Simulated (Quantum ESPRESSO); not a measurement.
## How KI absorbs and reflects light

Wanted: where KI starts to absorb, how strongly, and its refractive index.

Method: DFT, PBE, plane waves with norm-conserving potentials (PseudoDojo), scalar-relativistic, independent-particle optical response without local fields and without the non-local commutator, in Quantum ESPRESSO 7.5.

### 1. Starting point

Symmetry: Fm-3m, No. 225, cubic system. Conventional cell: a = 7.066 Å, b = 7.066 Å, c = 7.066 Å, α = 90.00°, β = 90.00°, γ = 90.00°. Nearest to I lie 6 K at 3.53 Å. Nearest to K lie 6 I at 3.53 Å. Farther neighbours and most contacts between anions are not listed.

### 2. Ground state

First the ground state: is it a metal or has it a gap?

This step: DFT, PBE, plane waves with norm-conserving potentials (PseudoDojo), scalar-relativistic, ground state (Quantum ESPRESSO 7.5).

The input, scf.in:

```
&control
  calculation = 'scf'
  prefix = 'x'
  outdir = './tmp'
  pseudo_dir = './'
  verbosity = 'high'
/
&system
  ibrav = 0
  nat = 2
  ntyp = 2
  ecutwfc = 70
  occupations = 'smearing'
  smearing = 'fd'
  degauss = 0.003675
  nbnd = 12
/
&electrons
  conv_thr = 1e-09
  electron_maxstep = 100
/
ATOMIC_SPECIES
  I 1.0 I.upf
  K 1.0 K.upf
CELL_PARAMETERS angstrom
  0.000000000000 3.532775000000 3.532775000000
  3.532775000000 0.000000000000 3.532775000000
  3.532775000000 3.532775000000 0.000000000000
ATOMIC_POSITIONS crystal
  I 0.500000000000 0.500000000000 0.500000000000
  K 0.000000000000 0.000000000000 0.000000000000
K_POINTS automatic
  6 6 6 0 0 0
```

Run with:

```bash
$ mpirun -n 4 pw.x -nk 4 -in scf.in
```

The program printed:

```text
for quantum simulation of materials; please cite

     using ibrav=0 with symmetry is DISCOURAGED, use correct ibrav instead

     G-vector sticks info
     --------------------
     sticks:   dense  smooth     PW     G-vecs:    dense   smooth      PW
     Sum        1723    1723    499                47183    47183    7239

     Using Slab Decomposition

     bravais-lattice index     =            0
     lattice parameter (alat)  =       9.4413  a.u.
     unit-cell volume          =     595.0789 (a.u.)^3
     number of atoms/cell      =            2
     number of atomic types    =            2
     number of electrons       =        16.00
     number of Kohn-Sham states=           12
     kinetic-energy cutoff     =      70.0000  Ry
     charge density cutoff     =     280.0000  Ry
     scf convergence threshold =      1.0E-09
     mixing beta               =       0.7000
     number of iterations used =            8  plain     mixing
     Exchange-correlation= PBE
                           (   1   4   3   4   0   0   0)

     celldm(1)=   9.441258  celldm(2)=   0.000000  celldm(3)=   0.000000
     celldm(4)=   0.000000  celldm(5)=   0.000000  celldm(6)=   0.000000

     crystal axes: (cart. coord. in units of alat)
               a(1) = (   0.000000   0.707107   0.707107 )
               a(2) = (   0.707107   0.000000   0.707107 )
               a(3) = (   0.707107   0.707107   0.000000 )

     reciprocal axes: (cart. coord. in units 2 pi/alat)
               b(1) = ( -0.707107  0.707107  0.707107 )
               b(2) = (  0.707107 -0.707107  0.707107 )
               b(3) = (  0.707107  0.707107 -0.707107 )

     ./I.upf
     Pseudo is Norm-conserving + core correction, Zval =  7.0
     Generated using ONCVPSP code by D. R. Hamann
     Using radial grid of 1196 points,  6 beta functions with:
                l(1) =   0
                l(2) =   0
                l(3) =   1
                l(4) =   1
                l(5) =   2
                l(6) =   2

     ./K.upf
     Pseudo is Norm-conserving + core correction, Zval =  9.0
     Generated using ONCVPSP code by D. R. Hamann
     Using radial grid of 2222 points,  6 beta functions with:
                l(1) =   0
                l(2) =   0
                l(3) =   1
                l(4) =   1
                l(5) =   2
                l(6) =   2

     atomic species   valence    mass     pseudopotential
     I                 7.00     1.00000     I ( 1.00)
     K                 9.00     1.00000     K ( 1.00)

     48 Sym. Ops., with inversion, found

                                    s                        frac. trans.

     [... symmetry matrices left out ...]
   Cartesian axes

     site n.     atom                  positions (alat units)
         1        I      tau(   1) = (   0.7071068   0.7071068   0.7071068  )
         2        K      tau(   2) = (   0.0000000   0.0000000   0.0000000  )

   Crystallographic axes

     site n.     atom                  positions (cryst. coord.)
         1        I      tau(   1) = (  0.5000000  0.5000000  0.5000000  )
         2        K      tau(   2) = (  0.0000000  0.0000000  0.0000000  )

     number of k points=    16  Fermi-Dirac smearing, width (Ry)=  0.0037
                       cart. coord. in units 2pi/alat
        k(    1) = (   0.0000000   0.0000000   0.0000000), wk =   0.0092593
        k(    2) = (   0.1178511   0.1178511  -0.1178511), wk =   0.0740741
        k(    3) = (   0.2357023   0.2357023  -0.2357023), wk =   0.0740741
        k(    4) = (  -0.3535534  -0.3535534   0.3535534), wk =   0.0370370
        k(    5) = (   0.2357023   0.0000000  -0.0000000), wk =   0.0555556
        k(    6) = (   0.3535534   0.1178511  -0.1178511), wk =   0.2222222
        k(    7) = (  -0.2357023  -0.4714045   0.4714045), wk =   0.2222222
        k(    8) = (  -0.1178511  -0.3535534   0.3535534), wk =   0.2222222
        k(    9) = (   0.0000000  -0.2357023   0.2357023), wk =   0.1111111
        k(   10) = (   0.4714045   0.0000000  -0.0000000), wk =   0.0555556
        k(   11) = (  -0.1178511  -0.5892557   0.5892557), wk =   0.2222222
        k(   12) = (  -0.0000000  -0.4714045   0.4714045), wk =   0.1111111
        k(   13) = (  -0.7071068   0.0000000   0.0000000), wk =   0.0277778
        k(   14) = (  -0.2357023  -0.4714045   0.7071068), wk =   0.2222222
        k(   15) = (  -0.1178511  -0.3535534   0.5892557), wk =   0.2222222
        k(   16) = (  -0.7071068   0.2357023   0.0000000), wk =   0.1111111

                       cryst. coord.
[...]
k(    9) = (  -0.0000000   0.1666667  -0.1666667), wk =   0.1111111
        k(   10) = (  -0.0000000   0.3333333   0.3333333), wk =   0.0555556
        k(   11) = (   0.0000000   0.3333333  -0.5000000), wk =   0.2222222
        k(   12) = (   0.0000000   0.3333333  -0.3333333), wk =   0.1111111
        k(   13) = (   0.0000000  -0.5000000  -0.5000000), wk =   0.0277778
        k(   14) = (   0.1666667   0.3333333  -0.5000000), wk =   0.2222222
        k(   15) = (   0.1666667   0.3333333  -0.3333333), wk =   0.2222222
        k(   16) = (   0.1666667  -0.5000000  -0.3333333), wk =   0.1111111

     Dense  grid:    47183 G-vectors     FFT dimensions: (  54,  54,  54)

     Initial potential from superposition of free atoms

     starting charge      15.9807, renormalised to      16.0000
     Starting wfcs are    9 randomized atomic wfcs +    3 random wfcs

     Self-consistent Calculation

     iteration #  1     ecut=    70.00 Ry     beta= 0.70
     Davidson diagonalization with overlap

            74 MiB given to the printing process from OS
            37 MiB allocation reported by mallinfo(arena+hblkhd)
------------------
     ethr =  1.00E-02,  avg # of iterations =  6.6

     Threshold (ethr) on eigenvalues was too large:
     Diagonalizing with lowered threshold

     Davidson diagonalization with overlap

            75 MiB given to the printing process from OS
            43 MiB allocation reported by mallinfo(arena+hblkhd)
------------------
     ethr =  1.74E-04,  avg # of iterations =  6.5

     total energy              =     -86.19781807 Ry
     estimated scf accuracy    <       0.02587605 Ry

     iteration #  2     ecut=    70.00 Ry     beta= 0.70
     Davidson diagonalization with overlap

            92 MiB given to the printing process from OS
            50 MiB allocation reported by mallinfo(arena+hblkhd)
------------------
     ethr =  1.62E-04,  avg # of iterations =  2.8

     total energy              =     -86.20441144 Ry
     estimated scf accuracy    <       0.00296804 Ry

     iteration #  3     ecut=    70.00 Ry     beta= 0.70
     Davidson diagonalization with overlap

            93 MiB given to the printing process from OS
            52 MiB allocation reported by mallinfo(arena+hblkhd)
------------------
     ethr =  1.86E-05,  avg # of iterations =  6.9

     total energy              =     -86.20515220 Ry
     estimated scf accuracy    <       0.00012747 Ry

     iteration #  4     ecut=    70.00 Ry     beta= 0.70
     Davidson diagonalization with overlap

            95 MiB given to the printing process from OS
            53 MiB allocation reported by mallinfo(arena+hblkhd)
------------------
     ethr =  7.97E-07,  avg # of iterations =  8.6

     total energy              =     -86.20519749 Ry
     estimated scf accuracy    <       0.00000723 Ry

     iteration #  5     ecut=    70.00 Ry     beta= 0.70
     Davidson diagonalization with overlap

            96 MiB given to the printing process from OS
            55 MiB allocation reported by mallinfo(arena+hblkhd)
------------------
     ethr =  4.52E-08,  avg # of iterations =  2.9

     total energy              =     -86.20520028 Ry
     estimated scf accuracy    <       0.00000017 Ry

     iteration #  6     ecut=    70.00 Ry     beta= 0.70
     Davidson diagonalization with overlap

            98 MiB given to the printing process from OS
            56 MiB allocation reported by mallinfo(arena+hblkhd)
------------------
     ethr =  1.08E-09,  avg # of iterations =  3.9

     total energy              =     -86.20520040 Ry
     estimated scf accuracy    <       0.00000009 Ry

     iteration #  7     ecut=    70.00 Ry     beta= 0.70
     Davidson diagonalization with overlap

            99 MiB given to the printing process from OS
            58 MiB allocation reported by mallinfo(arena+hblkhd)
------------------
     ethr =  5.86E-10,  avg # of iterations =  2.0

     End of self-consistent calculation

          k = 0.0000 0.0000 0.0000 (  5961 PWs)   bands (ev):

   -27.1194 -10.6067 -10.6067 -10.6067  -9.1238   1.3803   1.3803   1.3803
     5.3428   7.8856   7.8857   7.8859

     occupation numbers
     1.0000   1.0000   1.0000   1.0000   1.0000   1.0000   1.0000   1.0000
     0.0000   0.0000   0.0000   0.0000

          k = 0.1179 0.1179-0.1179 (  5907 PWs)   bands (ev):

   -27.1188 -10.6474 -10.6073 -10.6073  -9.0514   0.9628   1.2899   1.2899
     5.9658   7.8072   8.1779   8.1780

     occupation numbers
     1.0000   1.0000   1.0000   1.0000   1.0000   1.0000   1.0000   1.0000
     0.0000   0.0000   0.0000   0.0000

          k = 0.2357 0.2357-0.2357 (  5888 PWs)   bands (ev):

   -27.1178 -10.7202 -10.6086 -10.6086  -8.9133   0.3260   1.1223   1.1223
     6.7307   8.4075   8.8857   8.8859

     occupation numbers
     1.0000   1.0000   1.0000   1.0000   1.0000   1.0000   1.0000   1.0000
     0.0000   0.0000   0.0000   0.0000

          k =-0.3536-0.3536 0.3536 (  5900 PWs)   bands (ev):

   -27.1173 -10.7532 -10.6092 -10.6092  -8.8467   0.0619   1.0442   1.0442
     6.9045   9.0971   9.5420   9.5421

     occupation numbers
     1.0000   1.0000   1.0000   1.0000   1.0000   1.0000   1.0000   1.0000
     0.0000   0.0000   0.0000   0.0000

     [... further k points left out ...]

     the Fermi energy is     3.4187 ev

!    total energy              =     -86.20520042 Ry
     estimated scf accuracy    <          3.3E-10 Ry
     smearing contrib. (-TS)   =       0.00000000 Ry
     internal energy E=F+TS    =     -86.20520042 Ry

     The total energy is F=E-TS. E is the sum of the following terms:
     one-electron contribution =     -29.58906322 Ry
     hartree contribution      =      19.12880169 Ry
     xc contribution           =     -20.82126329 Ry
     ewald contribution        =     -54.92367560 Ry

     convergence has been achieved in   7 iterations

     XML data file, charge density, pseudopotentials, collected wavefunctions

                                        0.00s GPU  (     180 calls)

=------------------------------------------------------------------------------=
   JOB DONE.
=------------------------------------------------------------------------------=
```

Wall time 10 s (4 MPI ranks of Intel Xeon Platinum 8175M at 2.50GHz (Skylake/Cascade Lake), shared host); peak memory 0.1 GiB.

Numbers from this step:

- total energy: -86.21 Ry
- gap on the k-mesh: 3.963 eV
- direct gap on the mesh: 3.963 eV

There is a gap, 3.96 eV on this mesh (points off the mesh can give less), so no carriers' term is needed.

(Part 1 of 3 ends here.)

[Machine, clock, banner and «Message from routine» lines are left out of the logs.]

[Logs are printed without paths, hosts, clocks, repeated set-up lines and the standing remarks that a program may print on its own settings, such as how far it seeks lower states.]

[Hosts, paths, dates, database ids (printed as entryN), source tags and the programs' standing remarks are cut or masked in the printed files.]
